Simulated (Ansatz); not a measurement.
## Localised basis functions on amorphous Si (100 atoms)

Wanted: errors and times of a linear-scaling basis for amorphous Si (100 atoms). A setting counts as converged where the r.m.s. difference of forces stays under 1 % of the r.m.s. force.

Program: Ansatz 0.2.0. Level of theory: Kohn-Sham DFT, PBE, PAW (set soft_2), plane waves. Results are calculated unless marked as measured.

Measured values to set the calculation against. Si-Si coordination number quoted from the high-resolution X-ray diffraction study of Laaziri et al (as quoted in “Relationship between diffraction peak, network topology, and amorphous-forming ability in silicon and silica”, 2021, PMC8590056): number of Si about Si 3.9.

## 1. Starting point

The cell holds 100 atoms: 100 Si. Its edges and angles: a = 12.727 Å, b = 12.727 Å, c = 12.727 Å, α = 90.0°, β = 90.0°, γ = 90.0°. 100 atoms (100 Si) placed at random at 2.26 g/cm³, melted at 2500 K for 10 ps at fixed volume with the EDIP (Justo, Bazant, Kaxiras, Bulatov and Yip, Phys. Rev. B 58, 2539 (1998)). Quenched from 2500 K to 700 K at 500 K/ps and fixed volume, annealed at 700 K for 50 ps, held 5 ps.

What the set-up can't give: The quench rate of 500 K/ps is orders of magnitude faster than experiment, which tends to freeze in extra defects. The network of bonds at the start is that of the classical potential that made the cell, and needn't be the one that DFT or experiment would give. Only the Γ point is sampled, in a cell whose shortest periodic width is 13 Å.

## 2. Plane-wave single point

The first run uses the default basis; a harder plane-wave run follows as the reference for the support functions.

File input.yaml:

```yaml
crystal:
  lattice:
    - [12.7275, 0.0, 0.0]
    - [0.0, 12.7275, 0.0]
    - [0.0, 0.0, 12.7275]
  atoms:
    - { symbol: Si, position: [0.63766, 0.36053, 0.6339] }
    - { symbol: Si, position: [0.68604, 0.11519, 0.72643] }
    - { symbol: Si, position: [0.17468, 0.63856, 0.27994] }
    - { symbol: Si, position: [0.15041, 0.36638, 0.40521] }
    - { symbol: Si, position: [0.76297, 0.65288, 0.94255] }
    - { symbol: Si, position: [0.07626, 0.33436, 0.71234] }
    - { symbol: Si, position: [0.59077, 0.24704, 0.21571] }
    - { symbol: Si, position: [0.0761, 0.84058, 0.10534] }
    - { symbol: Si, position: [0.02313, 0.5449, 0.03905] }
    - { symbol: Si, position: [0.55503, 0.99529, 0.53145] }
    - { symbol: Si, position: [0.42397, 0.60952, 0.35348] }
    - { symbol: Si, position: [0.81042, 0.38319, 0.85508] }
    - { symbol: Si, position: [0.07527, 0.45578, 0.54581] }
    - { symbol: Si, position: [0.69997, 0.54184, 0.6576] }
    - { symbol: Si, position: [0.50184, 0.5152, 0.12316] }
    - { symbol: Si, position: [0.75446, 0.16826, 0.40931] }
    - { symbol: Si, position: [0.28697, 0.18545, 0.9147] }
    - { symbol: Si, position: [0.90155, 0.47372, 0.46216] }
    - { symbol: Si, position: [0.83322, 0.55437, 0.09323] }
    - { symbol: Si, position: [0.6469, 0.32289, 0.45177] }
    - { symbol: Si, position: [0.15632, 0.88536, 0.41262] }
    - { symbol: Si, position: [0.05963, 0.73795, 0.74448] }
    - { symbol: Si, position: [0.68832, 0.72614, 0.2153] }
    - { symbol: Si, position: [0.17837, 0.68377, 0.61869] }
    - { symbol: Si, position: [0.87176, 0.54723, 0.63865] }
    - { symbol: Si, position: [0.08804, 0.02992, 0.79588] }
    - { symbol: Si, position: [0.96171, 0.46268, 0.77476] }
    - { symbol: Si, position: [0.7411, 0.47185, 0.36132] }
    - { symbol: Si, position: [0.60324, 0.57615, 0.27903] }
    - { symbol: Si, position: [0.82106, 0.37343, 0.03769] }
    - { symbol: Si, position: [0.2768, 0.03918, 0.0339] }
    - { symbol: Si, position: [0.93311, 0.6472, 0.41551] }
    - { symbol: Si, position: [0.40605, 0.62179, 0.86218] }
    - { symbol: Si, position: [0.15264, 0.06201, 0.47596] }
    - { symbol: Si, position: [0.42134, 0.64061, 0.52606] }
    - { symbol: Si, position: [0.9483, 0.96858, 0.04935] }
    - { symbol: Si, position: [0.05474, 0.20878, 0.40373] }
    - { symbol: Si, position: [0.06649, 0.96206, 0.25851] }
    - { symbol: Si, position: [0.21281, 0.4513, 0.24408] }
    - { symbol: Si, position: [0.89501, 0.27937, 0.46884] }
    - { symbol: Si, position: [0.78681, 0.72748, 0.49597] }
    - { symbol: Si, position: [0.39646, 0.4345, 0.26397] }
    - { symbol: Si, position: [0.41352, 0.01945, 0.17252] }
    - { symbol: Si, position: [0.88068, 0.68676, 0.22852] }
    - { symbol: Si, position: [0.62321, 0.74505, 0.04333] }
    - { symbol: Si, position: [0.03022, 0.23597, 0.01858] }
    - { symbol: Si, position: [0.78072, 0.27628, 0.70568] }
    - { symbol: Si, position: [0.38987, 0.84467, 0.1057] }
    - { symbol: Si, position: [0.43761, 0.12581, 0.43148] }
    - { symbol: Si, position: [0.30666, 0.15677, 0.5537] }
    - { symbol: Si, position: [0.36076, 0.78979, 0.78738] }
    - { symbol: Si, position: [0.51444, 0.0894, 0.78233] }
    - { symbol: Si, position: [0.32334, 0.32648, 0.46324] }
    - { symbol: Si, position: [0.45735, 0.36666, 0.00333] }
    - { symbol: Si, position: [0.22146, 0.87095, 0.00309] }
    - { symbol: Si, position: [0.84878, 0.19268, 0.04435] }
    - { symbol: Si, position: [0.01321, 0.03819, 0.61698] }
    - { symbol: Si, position: [0.91815, 0.95795, 0.84849] }
    - { symbol: Si, position: [0.80738, 0.14377, 0.21829] }
    - { symbol: Si, position: [0.37003, 0.19988, 0.73058] }
    - { symbol: Si, position: [0.55604, 0.10907, 0.09545] }
    - { symbol: Si, position: [0.5149, 0.83482, 0.62432] }
    - { symbol: Si, position: [0.98738, 0.13998, 0.24573] }
    - { symbol: Si, position: [0.4779, 0.18419, 0.9456] }
    - { symbol: Si, position: [0.18262, 0.8676, 0.8181] }
    - { symbol: Si, position: [0.25798, 0.37861, 0.95598] }
    - { symbol: Si, position: [0.78764, 0.9676, 0.15178] }
    - { symbol: Si, position: [0.36373, 0.46928, 0.58492] }
    - { symbol: Si, position: [0.50868, 0.90334, 0.79466] }
    - { symbol: Si, position: [0.34496, 0.85402, 0.39596] }
    - { symbol: Si, position: [0.67665, 0.99596, 0.00619] }
    - { symbol: Si, position: [0.86362, 0.91265, 0.60013] }
    - { symbol: Si, position: [0.33033, 0.80014, 0.58995] }
    - { symbol: Si, position: [0.12737, 0.39162, 0.0842] }
    - { symbol: Si, position: [0.20089, 0.50309, 0.68299] }
    - { symbol: Si, position: [0.65853, 0.91309, 0.27648] }
    - { symbol: Si, position: [0.94712, 0.21978, 0.62484] }
    - { symbol: Si, position: [0.6786, 0.52218, 0.84607] }
    [... 16 atom lines left out ...]
    - { symbol: Si, position: [0.51016, 0.45675, 0.84522] }
    - { symbol: Si, position: [0.73104, 0.0484, 0.55637] }
    - { symbol: Si, position: [0.79061, 0.09158, 0.88338] }
    - { symbol: Si, position: [0.6562, 0.84975, 0.88782] }
    - { symbol: Si, position: [0.48332, 0.9674, 0.35146] }
    - { symbol: Si, position: [0.10296, 0.08203, 0.10703] }
kpoints:
  mp_grid: { grid: [1, 1, 1] }
hamiltonian:
  xc: pbe
scf:
  occupations: { method: fermi_dirac, width: 0.025 }
output:
  forces: true
  stress: true
  populations: true
  dos:
    method: { smearing: { sigma: 0.1 } }
    de: 0.1
    projected: { site_lists: { Si: [Si] } }
  eigenvalues: true
  write_density: true
  write_potential: true
  volumetric_format: npy
  elf: true
```

Run with:

```sh
ansatz run input.yaml --threads 4 --pin off --max-ram 8192MiB --backend cpu --events-out ev --progress --plain --runs-dir out
```

Numbers of over 12 decimals in the logs are rounded to 6 here.

The log of the run:

```text
Engine: ansatz 0.2.0, x86_64-unknown-linux-gnu
Pseudopotentials: kind: paw
Pseudopotential: Si, paw, valence charge 4, recommended cutoff 420 eV (normal), Si.paw.azcp
[... 5 lines on functional and potentials left out ...]
Crystal: 100 atoms, lattice volume = 2061.718 Å³
Basis set: ecut = 420 eV, 40339 PW (Γ), exchange–correlation on 180×180×180 points (8 copies of the dense FFT grid, shifted against one another)
Bands: 300, of which v1, the nominal top of the filled ones, is band 200 counted from 1 (199 counted from 0)
Symmetry: 1 space group operations
Space group: P1 (ITA 1), of the structure as read, at distance tolerance 1.3e-4 Å
k-points: 1
[... 3 lines on functional and potentials left out ...]
Initial density: superposition of atomic densities (neutral atoms: chi_scale 0, normalization atom), corrected by the library's trained network
Initial wavefunctions: pseudopotential atomic-orbital guess
Functional: x = pbe(κ = 0.804, μ = 0.219515), c = pbe(β = 0.066725)
SCF iter   1: F=—  HF=-63542.060033 eV  |F-HF|=—  |Δ(HF+E_count)|=         —  Δρ=4.29e-3  dr2=1.29e0  ethr=1.77e-3  ⟨swp⟩=6.0  Hψ=1392  notcnv=0  defer=48
preconditioner: auto → Resta (q_TF=auto, 2.076 Å⁻¹)  ε∞=5.9  [insulator: Δε(μ)=0.129 eV  Ē_g=7.411 eV  σ=0.025 eV  W_gap=0.86  n_scr=304 (ndim 8)  ℏωp=16.4 eV  f_vac=0.005  D(μ)=11.01/eV (n_scr^D=26)  ε∞_Penn≈5.9]
SCF iter   2: F=—  HF=-63541.909993 eV  |F-HF|=—  |Δ(HF+E_count)|=   1.50e-1  Δρ=2.24e-3  dr2=2.25e-1  ethr=3.22e-4  ⟨swp⟩=1.0  Hψ=345  notcnv=0  defer=70
SCF iter   3: F=—  HF=-63541.880838 eV  |F-HF|=—  |Δ(HF+E_count)|=   2.92e-2  Δρ=4.67e-4  dr2=7.18e-3  ethr=5.62e-5  ⟨swp⟩=3.0  Hψ=426  notcnv=0  defer=83
SCF iter   4: F=—  HF=-63541.882825 eV  |F-HF|=—  |Δ(HF+E_count)|=   1.99e-3  Δρ=1.38e-4  dr2=1.18e-3  ethr=1.80e-6  ⟨swp⟩=3.0  Hψ=471  notcnv=0  defer=83
SCF iter   5: F=—  HF=-63541.883451 eV  |F-HF|=—  |Δ(HF+E_count)|=   6.26e-4  Δρ=4.86e-5  dr2=2.16e-4  ethr=2.94e-7  ⟨swp⟩=2.0  Hψ=339  notcnv=0  defer=83
SCF iter   6: F=—  HF=-63541.883668 eV  |F-HF|=—  |Δ(HF+E_count)|=   2.17e-4  Δρ=1.93e-5  dr2=3.25e-5  ethr=5.41e-8  ⟨swp⟩=2.0  Hψ=339  notcnv=0  defer=83
SCF iter   7: F=—  HF=-63541.883670 eV  |F-HF|=—  |Δ(HF+E_count)|=   2.04e-6  Δρ=6.76e-6  dr2=3.60e-6  ethr=8.11e-9  ⟨swp⟩=2.0  Hψ=498  notcnv=0  defer=83
SCF iter   8: F=—  HF=-63541.883674 eV  |F-HF|=—  |Δ(HF+E_count)|=   4.57e-6  Δρ=2.45e-6  dr2=4.92e-7  ethr=8.99e-10  ⟨swp⟩=2.0  Hψ=414  notcnv=0  defer=83
SCF iter   9: F=-63541.883675 eV  HF=-63541.883675 eV  |F-HF|=2.55e-8  |Δ(HF+E_count)|=   6.08e-7  Δρ=8.86e-7  dr2=6.03e-8  ethr=2.50e-11  ⟨swp⟩=25.0  Hψ=3155  notcnv=0
SCF 1 converged in 9 iterations: F = -63541.883675 eV  dr2 = 6.03e-8
  greatest PAW one-centre occupation: 0.676 electrons in one spin orbital (limit 2), on the Si atom at site 55 (counted from 0), in its partial waves of l = 0
SCF converged after 9 iterations
Free energy (F): -63541.883675 eV
Harris-Foulkes:  -63541.883675 eV  (|F-HF|=2.55e-8)
Internal energy: -63541.834096 eV  (E = F + TS)
E sigma→0 (E₀):  -63541.858885 eV
Entropy (-TS):   -0.049579 eV (-0.496 meV/atom)
Fermi energy:    6.097127 eV
--- Per-component energies (eV) ---
  E_band       = 391.849888
  E_kinetic    = 3963.829058
  E_local      = -3438.470716  (includes V_loc(G=0)·N_el)
  E_nonlocal   = 2576.413119
  E_hartree    = 1076.815724
  E_xc         = -5493.179005
  E_vxc        = -4638.866732  (∫ρ·V_xc dr)
  E_paw        = -51253.231318  (= ΣΔE_a)
  E_vpaw       = -224.685711  (= ΣTr[D̂ρ^β])
  E_aug_tail   = 0.000653  (compensation charges beyond the density's cutoff)
  E_ewald      = -10974.011612
  E_smearing   = -0.049579  (= −TS)
  E_closure    = 0.000000  (closes the sum)
  Σ components = -63541.883675   (vs F -63541.883675, Δ=0.00e0)
--- Forces (eV/Å), atoms counted from 1 ---
  atom   1  Si     0.09306258     0.99506267    -0.58704065
  atom   2  Si     0.61056884     0.33365109     0.30750810
  atom   3  Si    -0.40912043    -0.70100856     0.88056528
  atom   4  Si     1.11024898    -0.11209553    -0.75100725
  atom   5  Si    -0.00135500    -0.10422076     1.19446543
  atom   6  Si    -0.08654890    -0.49834130    -0.40199110
  atom   7  Si     0.38248848     0.57731073    -0.56912874
  atom   8  Si    -0.33317063     1.99105305    -0.08197918
  atom   9  Si    -0.40733915    -0.41800507    -0.13211422
  atom  10  Si    -0.21475121     0.01618480    -0.34157458
  atom  11  Si     0.41789992    -0.65670104    -2.22453766
  atom  12  Si    -0.24271893     1.15970408    -0.53965780
  atom  13  Si     0.08136930    -0.36825764     0.27383458
  atom  14  Si    -2.58914620    -0.31356786     0.73643630
[...]
atom  99  Si    -0.24224297    -0.42640802    -0.18103508
  atom 100  Si    -0.73693943     0.43074409    -0.80665419
  max |Σ_I F_I| component: 1.83e-5 eV/Å
--- Stress (GPa, compression-positive) ---
       -1.113788       0.562663      -0.270872
        0.562663      -1.766873      -0.187724
       -0.270872      -0.187724      -0.084333
  P = ⅓ Tr σ = -0.9883 GPa (-9.883 kbar)
--- Band table (eV) ---
  k-point 0: bands = ["-6.2997", "-5.8144", "-5.6748", "-5.4816", [... 284 levels ...], "9.8070", "9.8389", "9.8906", "9.9041", "9.9436", "9.9928", "10.0331", "10.0363", "10.0553", "10.0609", "10.1214", "10.1395"]
--- Löwdin populations: 100 sites ---
  site symbol       q [e]
     0     Si      3.9215
     1     Si      3.9637
     2     Si      3.9350
[...]
99     Si      3.9405
  spilling = 0.012905 (of n_electrons = 400.000000)
```

Elapsed: 18 s, on 4 threads of Intel Xeon Platinum 8488C (Sapphire Rapids), shared host; peak memory 2.2 GiB.

The column dr2 measures how far the density is from self-consistency, as an energy; F and HF (Harris–Foulkes) agree once it is small.

Numbers from this run:

- free energy: -63541.8837 eV
- free energy per atom: -635.4188 eV/atom
- SCF cycles: 9
- pressure: -0.9883 GPa
- r.m.s. force component: 0.7018 eV/Å
- longest force: 2.71 eV/Å
- Fermi energy: 6.097 eV
- levels partly filled by over 2 per cent: 2
- spilling of the projection: 0.0129

The r.m.s. force component of 0.70 eV/Å and the pressure of -0.99 GPa set the scale for the differences below.

## 3. Plane waves at 750 eV (750 eV)

A harder cutoff gives the support functions a reference with less basis error.

input.yaml, the sections that differ from step 2:

```yaml
output:
  forces: true
  eigenvalues: true
basis:
  ecutwfc: "750 eV"
# crystal, kpoints, hamiltonian, scf: as in step 2
```

The log of the run:

```text
[...]
Crystal: 100 atoms, lattice volume = 2061.718 Å³
Basis set: ecut = 750 eV, 96105 PW (Γ), exchange–correlation on 240×240×240 points (8 copies of the dense FFT grid, shifted against one another)
Bands: 300, of which v1, the nominal top of the filled ones, is band 200 counted from 1 (199 counted from 0)
Symmetry: 1 space group operations
[...]
k-points: 1
[...]
SCF iter   1: F=—  HF=-63542.083653 eV  |F-HF|=—  |Δ(HF+E_count)|=         —  Δρ=4.29e-3  dr2=1.29e0  ethr=1.77e-3  ⟨swp⟩=6.0  Hψ=1397  notcnv=0  defer=51
[...]
SCF iter   3: F=—  HF=-63541.904007 eV  |F-HF|=—  |Δ(HF+E_count)|=   2.93e-2  Δρ=4.66e-4  dr2=7.20e-3  ethr=5.63e-5  ⟨swp⟩=4.0  Hψ=440  notcnv=0  defer=15
automatic band count: iteration 3 solves 232 bands in place of 300: the levels show a gap, and the empty bands left out lie too high to hold charge; the band table lists the bands solved (type scf.n_extra_bands for more)
SCF iter   4: F=—  HF=-63541.905997 eV  |F-HF|=—  |Δ(HF+E_count)|=   1.99e-3  Δρ=1.37e-4  dr2=1.14e-3  ethr=1.80e-6  ⟨swp⟩=3.0  Hψ=471  notcnv=0  defer=15
[...]
SCF iter   9: F=-63541.907012 eV  HF=-63541.907012 eV  |F-HF|=2.66e-8  |Δ(HF+E_count)|=   5.53e-7  Δρ=8.25e-7  dr2=5.13e-8  ethr=2.50e-11  ⟨swp⟩=13.0  Hψ=1092  notcnv=0
SCF 1 converged in 9 iterations: F = -63541.907012 eV  dr2 = 5.13e-8
[...]
SCF converged after 9 iterations
Free energy (F): -63541.907012 eV
[...]
Internal energy: -63541.857434 eV  (E = F + TS)
E sigma→0 (E₀):  -63541.882223 eV
Entropy (-TS):   -0.049578 eV (-0.496 meV/atom)
Fermi energy:    6.097059 eV
[...]
Σ components = -63541.907012   (vs F -63541.907012, Δ=0.00e0)
--- Forces (eV/Å), atoms counted from 1 ---
  atom   1  Si     0.09311363     0.99504209    -0.58704783
  atom   2  Si     0.61058029     0.33370140     0.30753911
  atom   3  Si    -0.40903685    -0.70094967     0.88045964
  atom   4  Si     1.11026830    -0.11215906    -0.75089348
[...]
atom 100  Si    -0.73699879     0.43083944    -0.80670678
  max |Σ_I F_I| component: 1.99e-5 eV/Å
--- Band table (eV) ---
[...]
```

It took 22 s on 4 threads; peak memory 4.3 GiB.

Forces differ from the reference by 0.073 meV/Å r.m.s., 0.010 % of their size, well within a tolerance of 1 %; the energy by -0.23 meV/atom.

## 4. Support functions medium

With localised support functions most steps grow linearly with size, though the diagonalisation grows faster unless the density matrix is cut; this run measures error and cost at this size. Besides, the program derives a nominal cutoff of 420 eV for this run, against the reference's 750.

This step: Kohn-Sham DFT, PBE, PAW (set soft_2), localised support functions (medium) (Ansatz 0.2.0).

input.yaml, the sections that differ from step 3:

```yaml
scf:
  occupations: { method: fermi_dirac, width: 0.025 }
  eigensolver: { kind: { support_functions: { accuracy: medium } } }
  max_iter: 150
# crystal, kpoints, hamiltonian, output: as in step 3
# basis: removed
```

The log of the run:

```text
Warning: scf.eigensolver.kind.support_functions: disabling space-group detection — the functions' gradient is summed over unrotated k-points, so no spatial operation reduces the k-mesh or symmetrises the density; time reversal is kept, so that k and −k are solved as one point where they differ and the mesh holds both, and exact exchange and, on two spinor components, a DFT+U term hold to it where the run has them: [...]
settings of this run that can trade accuracy for cost: scf.eigensolver.kind.support_functions [...]
[...]
Crystal: 100 atoms, lattice volume = 2061.718 Å³
Basis set: ecut = 420 eV, 40339 PW (Γ), exchange–correlation on 180×180×180 points (8 copies of the dense FFT grid, shifted against one another)
Bands: 240, of which v1, the nominal top of the filled ones, is band 200 counted from 1 (199 counted from 0)
Symmetry: 1 space group operations
k-points: 1
[...]
SCF iter   1: F=—  HF=-63518.260898 eV  |F-HF|=—  |Δ(HF+E_count)|=         —  Δρ=3.29e-2  dr2=2.94e1  ethr=1.00e-1
[...]
SCF iter  10: F=—  HF=-63541.873642 eV  |F-HF|=—  |Δ(HF+E_count)|=   2.49e-3  Δρ=7.32e-6  dr2=3.66e-6  ethr=5.77e-9  κ⁻¹=1.1e-6(r=7)
SCF iter  11: F=-63541.875603 eV  HF=-63541.875603 eV  |F-HF|=4.32e-7  |Δ(HF+E_count)|=   1.96e-3  Δρ=3.12e-6  dr2=5.92e-7  ethr=9.15e-10
SCF 1 converged in 11 iterations: F = -63541.908211 eV  dr2 = 5.92e-7
[...]
SCF converged after 11 iterations
Stability not checked: this state was not tested for a lower state beside it, because the mixer in use, unlike msr1, does not test its closes by its own steps (another_mixer; see scf.mixing.algorithm and scf.lower_state_search)
Free energy (F): -63541.908211 eV
[...]
Internal energy: -63541.858901 eV  (E = F + TS)
E sigma→0 (E₀):  -63541.883556 eV
Entropy (-TS):   -0.049310 eV (-0.493 meV/atom)
Fermi energy:    6.097481 eV
[...]
Σ components = -63541.908211   (vs F -63541.908211, Δ=0.00e0)
--- Forces (eV/Å), atoms counted from 1 ---
  atom   1  Si     0.09301301     0.99491934    -0.58718721
  atom   2  Si     0.61076859     0.33380683     0.30735886
  atom   3  Si    -0.40926145    -0.70101410     0.88039082
  atom   4  Si     1.11009768    -0.11193603    -0.75038502
[...]
atom 100  Si    -0.73751729     0.43100582    -0.80658512
  max |Σ_I F_I| component: 1.84e-3 eV/Å
--- Band table (eV) ---
[...]
```

Run time: 45 s. Hardware: 4 threads; peak memory 2.6 GiB; 2.8 min of CPU time.

The program notes that the band table was not solved further than the SCF left it and it switched symmetry off.

Keys that differ from the reference: basis.ecutwfc removed, support_functions.accuracy = "medium" and scf.max_iter = 150.

Forces differ from the reference by 0.26 meV/Å r.m.s., 0.036 % of their size, well within a tolerance of 1 %. It took 2.1 times the reference's time (shared host, so rough). The two runs also began from different starting densities, which bears on cycles and time.

[end of part 1 of 3]

[Logs are printed without paths, hosts, clocks, repeated set-up lines and the standing remarks that a program may print on its own settings, such as how far it seeks lower states.]

[Hosts, paths, dates, database ids (printed as entryN), source tags and the programs' standing remarks are cut or masked in the printed files.]
